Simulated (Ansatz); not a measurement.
**NbSi: relaxing a made-up structure**

Starting from a made-up structure for NbSi, the aim is the relaxed cell, its shortest contacts and, where a second run follows, its electronic structure.

Calculated with Ansatz 0.2.0; DFT, PBE, plane-wave PAW, files of the set soft_1, scalar-relativistic, no spin, cell and ions relaxed at zero pressure; PAW set soft_1.

### 1. Starting point

The structure is tetragonal, space group P4/mmm (No. 123). Conventional cell: a = 2.640 Å, b = 2.640 Å, c = 5.229 Å, α = 90.00°, β = 90.00°, γ = 90.00°. Nb has 2 Si at 2.61 Å and 4 Nb at 2.64 Å nearest. Nearest to Si lie 2 Nb at 2.61 Å and 4 Si at 2.64 Å. Farther neighbours are not listed.

Coordinates:

```cif
data_structure
_symmetry_space_group_name_H-M 'P 1'
_symmetry_Int_Tables_number 1
_cell_length_a 2.6400
_cell_length_b 2.6400
_cell_length_c 5.2290
_cell_angle_alpha 90.000
_cell_angle_beta 90.000
_cell_angle_gamma 90.000
_cell_volume 36.44
loop_
_atom_site_label
_atom_site_type_symbol
_atom_site_fract_x
_atom_site_fract_y
_atom_site_fract_z
_atom_site_occupancy
Nb1 Nb 0.00000 0.00000 0.50000 1
Si2 Si 0.00000 0.00000 0.00000 1
```

### 2. Relaxing cell and atoms

The guess takes its coordinates from another compound and its volume from a rule, so the cell and any free coordinates are relaxed together.

The input, input.yaml:

```yaml
crystal:
  lattice:
    - [2.64, 0.0, 0.0]
    - [0.0, 2.64, 0.0]
    - [0.0, 0.0, 5.229]
  atoms:
    - { symbol: Nb, position: [0.0, 0.0, 0.5] }
    - { symbol: Si, position: [0.0, 0.0, 0.0] }
kpoints:
  mp_grid: { grid: [10, 10, 5] }
scf:
  occupations: { method: fermi_dirac, width: 0.05 }
hamiltonian:
  xc: pbe
  pseudopotentials: { kind: paw, azcp: { folder: soft_1 } }
relax:
  f_tol: 0.015
  max_steps: 70
  cell: {}
output:
  forces: true
  stress: true
```

The run is started by

```bash
ansatz run input.yaml --threads 4 --pin off --max-ram 8192MiB --backend cpu --events-out ev --progress --plain --runs-dir out
```

Numbers of over 12 decimals in the logs are rounded to 6 here.

Output:

```text
Engine: ansatz 0.2.0, aarch64-unknown-linux-gnu
Pseudopotentials: kind: paw
Pseudopotential: Nb, paw, valence charge 13, recommended cutoff 420 eV (normal), soft_1/Nb.paw.azcp
Pseudopotential: Si, paw, valence charge 4, recommended cutoff 420 eV (normal), soft_1/Si.paw.azcp
Functional definition: PBE
  parameter kappa = 0.804
  parameter beta = 0.066725
  exchange = pbe_x(kappa = kappa, mu = beta*pi^2/3)
  correlation = pbe_c(beta = beta)
Crystal: 2 atoms, lattice volume = 36.444 Å³
Basis set: ecut = 420 eV, 733 PW (Γ), exchange–correlation on 36×36×72 points (8 copies of the dense FFT grid, shifted against one another)
Bands: 13, of which v1, the nominal top of the filled ones, is band 9 counted from 1 (8 counted from 0)
Symmetry: 16 space group operations
Space group: P4/mmm (ITA 123), of the structure as read, at distance tolerance 3.3e-5 Å
k-points: 63 of 500
Non-local potential: Nb, projectors of the file, l = 0: 3, l = 1: 2, l = 2: 2, l = 3: 1
Non-local potential: Si, projectors of the file, l = 0: 2, l = 1: 2, l = 2: 1
PAW form: soft (Blöchl's): semilocal exchange-correlation on the pseudo side does not see the compensation charge
PAW one-centre angular grid: Nb, 590 points (default); XC on 64 Gauss nodes
PAW one-centre angular grid: Si, 110 points (default); XC on 64 Gauss nodes
Initial density: superposition of atomic densities (chi_scale 0.1, normalization cell, long waves kept (reshape's long-wave potential 0.01 eV rms))
Initial wavefunctions: pseudopotential atomic-orbital guess
Functional: x = pbe(κ = 0.804, μ = 0.219515), c = pbe(β = 0.066725)
SCF iter   1: F=—  HF=-5187.057215 eV  |F-HF|=—  |Δ(HF+E_count)|=         —  Δρ=4.64e-2  dr2=7.36e-1  ethr=3.10e-3  ⟨swp⟩=5.8  Hψ=5053  notcnv=0
preconditioner: auto → none  [metal: Δε(μ)=0.054 eV  Ē_g=6.377 eV  σ=0.050 eV  W_gap=0.26  n_scr=6 (ndim 8)  ℏωp=18.5 eV  f_vac=0.000  D(μ)=1.85/eV (n_scr^D=16)  sad-step TF]
SCF iter   2: F=—  HF=-5186.905016 eV  |F-HF|=—  |Δ(HF+E_count)|=   1.52e-1  Δρ=2.72e-2  dr2=2.94e-1  ethr=3.10e-3  ⟨swp⟩=2.0  Hψ=1558  notcnv=0  defer=3
SCF iter   3: F=—  HF=-5186.832171 eV  |F-HF|=—  |Δ(HF+E_count)|=   7.28e-2  Δρ=3.31e-3  dr2=1.46e-2  ethr=1.73e-3  ⟨swp⟩=2.6  Hψ=1508  notcnv=0  defer=4
SCF iter   4: F=—  HF=-5186.829879 eV  |F-HF|=—  |Δ(HF+E_count)|=   2.29e-3  Δρ=7.72e-4  dr2=1.40e-4  ethr=8.59e-5  ⟨swp⟩=1.1  Hψ=1232  notcnv=0  defer=6
SCF iter   5: F=—  HF=-5186.829944 eV  |F-HF|=—  |Δ(HF+E_count)|=   6.44e-5  Δρ=1.21e-4  dr2=2.71e-6  ethr=8.25e-7  ⟨swp⟩=2.3  Hψ=1385  notcnv=0  defer=6
SCF iter   6: F=—  HF=-5186.829912 eV  |F-HF|=—  |Δ(HF+E_count)|=   3.13e-5  Δρ=9.89e-6  dr2=2.42e-8  ethr=5.88e-10  ⟨swp⟩=3.0  Hψ=3456  notcnv=0
SCF iter   7: F=-5186.829912 eV  HF=-5186.829912 eV  |F-HF|=2.91e-11  |Δ(HF+E_count)|=   5.72e-9  Δρ=1.18e-6  dr2=2.96e-10  ethr=1.42e-10  ⟨swp⟩=1.4  Hψ=2564  notcnv=0
SCF 1 converged in 7 iterations: F = -5186.829912 eV  dr2 = 2.96e-10
  greatest PAW one-centre occupation: 0.998 electrons in one spin orbital (limit 2), on the Nb atom at site 0 (counted from 0), in its partial waves of l = 0
relax step   1: F+E_penalty+E_count = -5186.82991223 eV  Δ(F+E_penalty+E_count) = +0.000e0 eV  max|allowed force component| = 1.830e-31 eV/Å  Δτ_max = 0.0000 Å  P = +1.152 GPa  Ω = 36.444 Å³  (7 SCF iters, dr2 threshold 1.00e-7 eV, accepted)
Crystal: 2 atoms, lattice volume = 37.031 Å³
Basis set: ecut = 420 eV, 741 PW (Γ), exchange–correlation on 36×36×72 points (8 copies of the dense FFT grid, shifted against one another)
Initial density: handed on by an earlier stage of this run
Initial wavefunctions: those handed on with the density
iter 1 solved again at ethr=5.88e-5 eV; its pass at ethr=3.10e-3 eV (dr2=9.99e-3 eV) is discarded
SCF iter   1: F=—  HF=-5186.854896 eV  |F-HF|=—  |Δ(HF+E_count)|=         —  Δρ=3.98e-3  dr2=9.81e-3  ethr=5.88e-5  ⟨swp⟩=1.0  Hψ=5830  notcnv=0
preconditioner: auto → none  [metal: Δε(μ)=0.030 eV  Ē_g=6.200 eV  σ=0.050 eV  W_gap=0.15  n_scr=6 (ndim 8)  ℏωp=18.3 eV  f_vac=0.000  D(μ)=1.87/eV (n_scr^D=16)]
SCF iter   2: F=—  HF=-5186.852671 eV  |F-HF|=—  |Δ(HF+E_count)|=   2.23e-3  Δρ=1.54e-3  dr2=6.79e-4  ethr=5.77e-5  ⟨swp⟩=1.1  Hψ=832  notcnv=0
SCF iter   3: F=—  HF=-5186.852553 eV  |F-HF|=—  |Δ(HF+E_count)|=   1.18e-4  Δρ=3.68e-4  dr2=2.66e-5  ethr=3.99e-6  ⟨swp⟩=2.2  Hψ=1080  notcnv=0
SCF iter   4: F=—  HF=-5186.852514 eV  |F-HF|=—  |Δ(HF+E_count)|=   3.94e-5  Δρ=8.37e-5  dr2=9.82e-7  ethr=1.56e-7  ⟨swp⟩=1.7  Hψ=1007  notcnv=0
iter 5 did not close the SCF: its close was put off for the readings that it lacked (scf_convergence_deferred on its scf_iter line)
SCF iter   5: F=-5186.852514 eV  HF=-5186.852514 eV  |F-HF|=6.02e-9  |Δ(HF+E_count)|=   3.69e-7  Δρ=1.28e-5  dr2=2.14e-8  ethr=5.78e-9  ⟨swp⟩=2.8  Hψ=1341  notcnv=0
SCF iter   6: F=-5186.852514 eV  HF=-5186.852514 eV  |F-HF|=2.73e-12  |Δ(HF+E_count)|=   9.58e-9  Δρ=1.98e-6  dr2=9.15e-10  ethr=1.26e-10  ⟨swp⟩=1.4  Hψ=2493  notcnv=0
SCF 2 converged in 6 iterations: F = -5186.852514 eV  dr2 = 9.15e-10
relax step   2: F+E_penalty+E_count = -5186.85251430 eV  Δ(F+E_penalty+E_count) = -2.260e-2 eV  max|allowed force component| = 7.396e-32 eV/Å  Δτ_max = 0.0000 Å  P = +0.018 GPa  Ω = 37.031 Å³  energy of the carried Pulay correction = -4.350e-5 eV  (6 SCF iters, dr2 threshold 2.00e-7 eV, accepted)
Crystal: 2 atoms, lattice volume = 37.040 Å³
iter 1 solved again at ethr=2.62e-7 eV; its pass at ethr=3.10e-3 eV (dr2=4.46e-5 eV) is discarded
SCF iter   1: F=—  HF=-5186.852664 eV  |F-HF|=—  |Δ(HF+E_count)|=         —  Δρ=3.15e-4  dr2=6.99e-5  ethr=2.62e-7  ⟨swp⟩=2.0  Hψ=5401  notcnv=0
preconditioner: auto → none  [metal: Δε(μ)=0.008 eV  Ē_g=6.188 eV  σ=0.050 eV  W_gap=0.04  n_scr=6 (ndim 8)  ℏωp=18.3 eV  f_vac=0.000  D(μ)=2.02/eV (n_scr^D=16)]
SCF iter   2: F=—  HF=-5186.852606 eV  |F-HF|=—  |Δ(HF+E_count)|=   5.77e-5  Δρ=1.11e-4  dr2=3.32e-6  ethr=2.62e-7  ⟨swp⟩=2.6  Hψ=1229  notcnv=0
SCF iter   3: F=—  HF=-5186.852605 eV  |F-HF|=—  |Δ(HF+E_count)|=   6.67e-7  Δρ=3.31e-5  dr2=2.42e-7  ethr=1.95e-8  ⟨swp⟩=1.8  Hψ=1030  notcnv=0
iter 4 did not close the SCF: its close was put off for the readings that it lacked (scf_convergence_deferred on its scf_iter line)
SCF iter   4: F=-5186.852606 eV  HF=-5186.852606 eV  |F-HF|=2.47e-9  |Δ(HF+E_count)|=   5.60e-9  Δρ=7.01e-6  dr2=6.67e-9  ethr=1.42e-9  ⟨swp⟩=1.4  Hψ=901  notcnv=0
iter 5 did not close the SCF: its close was put off for the readings that it lacked (scf_convergence_deferred on its scf_iter line)
SCF iter   5: F=-5186.852606 eV  HF=-5186.852606 eV  |F-HF|=2.00e-11  |Δ(HF+E_count)|=   3.53e-9  Δρ=1.10e-6  dr2=1.87e-10  ethr=3.92e-11  ⟨swp⟩=2.9  Hψ=1345  notcnv=0
SCF iter   6: F=-5186.852606 eV  HF=-5186.852606 eV  |F-HF|=2.73e-12  |Δ(HF+E_count)|=  5.18e-11  Δρ=1.53e-7  dr2=4.64e-12  ethr=1.10e-12  ⟨swp⟩=1.0  Hψ=2458  notcnv=0
SCF 3 converged in 6 iterations: F = -5186.852606 eV  dr2 = 4.64e-12
relax step   3: F+E_penalty+E_count = -5186.85260551 eV  Δ(F+E_penalty+E_count) = -9.121e-5 eV  max|allowed force component| = 4.930e-32 eV/Å  Δτ_max = 0.0000 Å  P = +0.061 GPa  Ω = 37.040 Å³  energy of the carried Pulay correction = -4.401e-5 eV  (6 SCF iters, dr2 threshold 2.00e-7 eV, accepted)
Crystal: 2 atoms, lattice volume = 37.062 Å³
iter 1 solved again at ethr=6.12e-9 eV; its pass at ethr=3.10e-3 eV (dr2=1.04e-6 eV) is discarded
SCF iter   1: F=—  HF=-5186.852654 eV  |F-HF|=—  |Δ(HF+E_count)|=         —  Δρ=6.11e-5  dr2=1.95e-6  ethr=6.12e-9  ⟨swp⟩=2.1  Hψ=5409  notcnv=0
preconditioner: auto → none  [metal: Δε(μ)=0.002 eV  Ē_g=6.184 eV  σ=0.050 eV  W_gap=0.01  n_scr=6 (ndim 8)  ℏωp=18.3 eV  f_vac=0.000  D(μ)=2.04/eV (n_scr^D=16)]
SCF iter   2: F=—  HF=-5186.852612 eV  |F-HF|=—  |Δ(HF+E_count)|=   4.23e-5  Δρ=2.08e-5  dr2=1.18e-7  ethr=6.12e-9  ⟨swp⟩=2.3  Hψ=1246  notcnv=0
iter 3 did not close the SCF: its close was put off for the readings that it lacked (scf_convergence_deferred on its scf_iter line)
SCF iter   3: F=-5186.852612 eV  HF=-5186.852612 eV  |F-HF|=2.40e-9  |Δ(HF+E_count)|=   2.11e-8  Δρ=6.22e-6  dr2=9.54e-9  ethr=6.96e-10  ⟨swp⟩=2.0  Hψ=1005  notcnv=0
iter 4 did not close the SCF: its close was put off for the readings that it lacked (scf_convergence_deferred on its scf_iter line)
SCF iter   4: F=-5186.852612 eV  HF=-5186.852612 eV  |F-HF|=1.21e-10  |Δ(HF+E_count)|=  5.39e-10  Δρ=1.51e-6  dr2=3.62e-10  ethr=5.61e-11  ⟨swp⟩=1.5  Hψ=962  notcnv=0
iter 5 did not close the SCF: its close was put off for the readings that it lacked (scf_convergence_deferred on its scf_iter line)
SCF iter   5: F=-5186.852612 eV  HF=-5186.852612 eV  |F-HF|=9.09e-13  |Δ(HF+E_count)|=  1.63e-10  Δρ=2.05e-7  dr2=7.10e-12  ethr=2.13e-12  ⟨swp⟩=2.8  Hψ=1379  notcnv=0
SCF iter   6: F=-5186.852612 eV  HF=-5186.852612 eV  |F-HF|=1.82e-12  |Δ(HF+E_count)|=    0.00e0  Δρ=3.48e-8  dr2=3.04e-13  ethr=1.00e-12  ⟨swp⟩=1.0  Hψ=1890  notcnv=0
SCF 4 converged in 6 iterations: F = -5186.852612 eV  dr2 = 3.04e-13
relax step   4: F+E_penalty+E_count = -5186.85261160 eV  Δ(F+E_penalty+E_count) = -6.090e-6 eV  max|allowed force component| = 3.117e-29 eV/Å  Δτ_max = 0.0000 Å  P = -0.016 GPa  Ω = 37.062 Å³  energy of the carried Pulay correction = -4.572e-5 eV  (6 SCF iters, dr2 threshold 6.10e-8 eV, accepted)
Initial wavefunctions: pseudopotential atomic-orbital guess (no wavefunctions were taken with the density)
iter 1 solved again at ethr=8.91e-8 eV; its pass at ethr=3.10e-3 eV (dr2=1.52e-5 eV) is discarded
SCF iter   1: F=—  HF=-5186.852694 eV  |F-HF|=—  |Δ(HF+E_count)|=         —  Δρ=5.97e-5  dr2=7.57e-8  ethr=8.91e-8  ⟨swp⟩=3.1  Hψ=7278  notcnv=0
preconditioner: auto → none  [metal: Δε(μ)=0.003 eV  Ē_g=6.184 eV  σ=0.050 eV  W_gap=0.01  n_scr=6 (ndim 8)  ℏωp=18.3 eV  f_vac=0.000  D(μ)=2.04/eV (n_scr^D=16)]
SCF iter   2: F=—  HF=-5186.852654 eV  |F-HF|=—  |Δ(HF+E_count)|=   4.00e-5  Δρ=2.96e-5  dr2=1.68e-8  ethr=4.45e-10  ⟨swp⟩=2.2  Hψ=1219  notcnv=0
SCF iter   3: F=—  HF=-5186.852655 eV  |F-HF|=—  |Δ(HF+E_count)|=   9.30e-7  Δρ=2.43e-6  dr2=8.46e-10  ethr=9.91e-11  ⟨swp⟩=2.8  Hψ=1378  notcnv=0
SCF iter   4: F=—  HF=-5186.852655 eV  |F-HF|=—  |Δ(HF+E_count)|=   5.01e-9  Δρ=6.08e-7  dr2=3.12e-11  ethr=4.98e-12  ⟨swp⟩=1.9  Hψ=1037  notcnv=0
iter 5 did not close the SCF: its close was put off for the readings that it lacked (scf_convergence_deferred on its scf_iter line)
SCF iter   5: F=-5186.852655 eV  HF=-5186.852655 eV  |F-HF|=6.37e-12  |Δ(HF+E_count)|=  2.03e-10  Δρ=1.19e-7  dr2=2.39e-12  ethr=1.00e-12  ⟨swp⟩=1.0  Hψ=819  notcnv=0
SCF iter   6: F=-5186.852655 eV  HF=-5186.852655 eV  |F-HF|=1.82e-12  |Δ(HF+E_count)|=  6.37e-12  Δρ=1.62e-8  dr2=3.15e-14  ethr=1.00e-12  ⟨swp⟩=3.6  Hψ=3059  notcnv=0
SCF 5 converged in 6 iterations: F = -5186.852655 eV  dr2 = 3.15e-14
relax step   5: F+E_penalty+E_count = -5186.85265480 eV  Δ(F+E_penalty+E_count) = -4.320e-5 eV  max|allowed force component| = 3.122e-29 eV/Å  Δτ_max = 0.0000 Å  P = -0.016 GPa  Ω = 37.062 Å³  stress off target by 1.75e-2 GPa  SCF on the basis re-selected at this cell (its energy is not comparable with the rows above)  (6 SCF iters)
basis re-selected at this cell: Δ(F+E_penalty+E_count) = -4.320e-5 eV, ΔP = +0.000 GPa vs the last step (what re-selecting the basis moved, of the pressure what is left beyond the Pulay correction that the steps carried, after the strain that the cell walked since its last selection, with what the two solves' SCF thresholds leave and, on support functions, any second-order correction that the steps lacked; it is no m [...]
SCF converged after 6 iterations
Free energy (F): -5186.852655 eV
Harris-Foulkes:  -5186.852655 eV  (|F-HF|=1.82e-12)
Internal energy: -5186.835628 eV  (E = F + TS)
E sigma→0 (E₀):  -5186.844141 eV
Entropy (-TS):   -0.017027 eV (-8.513 meV/atom)
Fermi energy:    12.421893 eV
--- Per-component energies (eV) ---
  E_band       = -113.831501
  E_kinetic    = 413.227513
  E_local      = -1100.458580  (includes V_loc(G=0)·N_el)
  E_nonlocal   = 119.179508
  E_hartree    = 410.744265
  E_xc         = -221.634521
  E_vxc        = -247.666592  (∫ρ·V_xc dr)
  E_paw        = -3593.815364  (= ΣΔE_a)
  E_vpaw       = -119.601972  (= ΣTr[D̂ρ^β])
  E_aug_tail   = 0.000092  (compensation charges beyond the density's cutoff)
  E_ewald      = -1214.078540
  E_smearing   = -0.017027  (= −TS)
  E_closure    = -0.000000  (closes the sum)
  Σ components = -5186.852655   (vs F -5186.852655, Δ=0.00e0)
--- Forces (eV/Å), atoms counted from 1 ---
  atom   1  Nb    -0.00000000     0.00000000     0.00000000
  atom   2  Si     0.00000000     0.00000000     0.00000000
  max |Σ_I F_I| component: 5.17e-29 eV/Å
--- Stress (GPa, compression-positive) ---
       -0.015068       0.000000       0.000000
        0.000000      -0.015068       0.000000
        0.000000       0.000000      -0.017452
  P = ⅓ Tr σ = -0.0159 GPa (-0.159 kbar)
--- Relaxed structure (4 steps of the walk, 4 accepted, 1 SCFs on fresh bases) ---
  F+E_penalty+E_count = -5186.85265480 eV   max|allowed force component| = 3.122e-29 eV/Å   (the final SCF, on the basis selected at the relaxed cell)
  cell:  # Å, volume = 37.0621 Å³
    - [2.685413, 0, 0.0]
    - [0, 2.685413, 0.0]
    - [0.0, 0.0, 5.139351]
  atoms:
    - { symbol: Nb, position: [0, 0, 0.500000] }
    - { symbol: Si, position: [0, 0, 0.0] }
```

The job ended after 2 s (4 threads of Arm Neoverse V2, shared host; peak memory 0.32 GiB; 6.7 s of CPU time).

Relaxation path:

| step | energy less that of the first step (eV) | largest force component (eV/Å) | pressure (GPa) | volume (Å³) |
| --- | --- | --- | --- | --- |
| 1 | 0.0000 | 0.0000 | 1.15 | 36.44 |
| 2 | -0.0226 | 0.0000 | 0.02 | 37.03 |
| 3 | -0.0227 | 0.0000 | 0.06 | 37.04 |
| 4 | -0.0227 | 0.0000 | -0.02 | 37.06 |
| 5* | -0.0227 | 0.0000 | -0.02 | 37.06 |

Relaxation steps marked * repeat the geometry before them on a plane-wave basis chosen anew for their cell, so energy and pressure can jump there.

Forces are held to the 16 operations that the run works with; a distortion that breaks them can't arise in this run.

| conventional cell, symmetrised | before | after | change |
| --- | --- | --- | --- |
| a (Å) | 2.640 | 2.685 | +1.7 % |
| b (Å) | 2.640 | 2.685 | +1.7 % |
| c (Å) | 5.229 | 5.139 | -1.7 % |
| volume (Å³/atom) | 18.22 | 18.53 | +1.7 % |

The relaxed structure:

```xyz
2
Lattice="2.6854 0.0000 0.0000 0.0000 2.6854 0.0000 0.0000 0.0000 5.1394" Properties=species:S:1:pos:R:3 pbc="T T T"
Nb    0.0000    0.0000    2.5697
Si    0.0000    0.0000    0.0000
```

Numbers from this step:

| Quantity | Value |
| --- | --- |
| free energy | -5186.8527 eV |
| energy at zero smearing | -5186.8441 eV |
| smearing term TS | 0.01703 eV |
| Fermi energy | 12.42 eV |
| electrons | 17 |
| symmetry operations | 16 |
| pressure | -0.01586 GPa |

The shortest distance of each pair, which need not be the same contact before and after:

| pair | guess (Å) | relaxed (Å) |
| --- | --- | --- |
| Nb–Si | 2.615 | 2.570 |
| Nb–Nb | 2.640 | 2.685 |
| Si–Si | 2.640 | 2.685 |

The relaxation ends with a pressure of -0.02 GPa.

### 3. Summary of results

| Quantity | Value |
| --- | --- |
| space group, relaxed | P4/mmm |
| conventional cell | a = 2.685, b = 2.685, c = 5.139 Å; α = 90.0°, β = 90.0°, γ = 90.0° |
| volume per atom | 18.53 Å³ (guess 18.22) |

**Reading.** NbSi relaxes to P4/mmm with a = 2.685, b = 2.685 and c = 5.139 Å. The guessed volume was 2 % too small. The space group P4/mmm was held in the relaxation, so the end point is a stationary structure within it and may be a saddle against distortions or other arrangements. Mesh and cutoff weren't tested. No dispersion term is used, so weakly bound directions may come out too long. The runs have no spin, and magnetism wasn't tested. Nothing here tests whether the compound is stable against decomposition.

[Logs are printed without paths, hosts, clocks, repeated set-up lines and the standing remarks that a program may print on its own settings, such as how far it seeks lower states.]

[Hosts, paths, dates, database ids (printed as entryN), source tags and the programs' standing remarks are cut or masked in the printed files.]
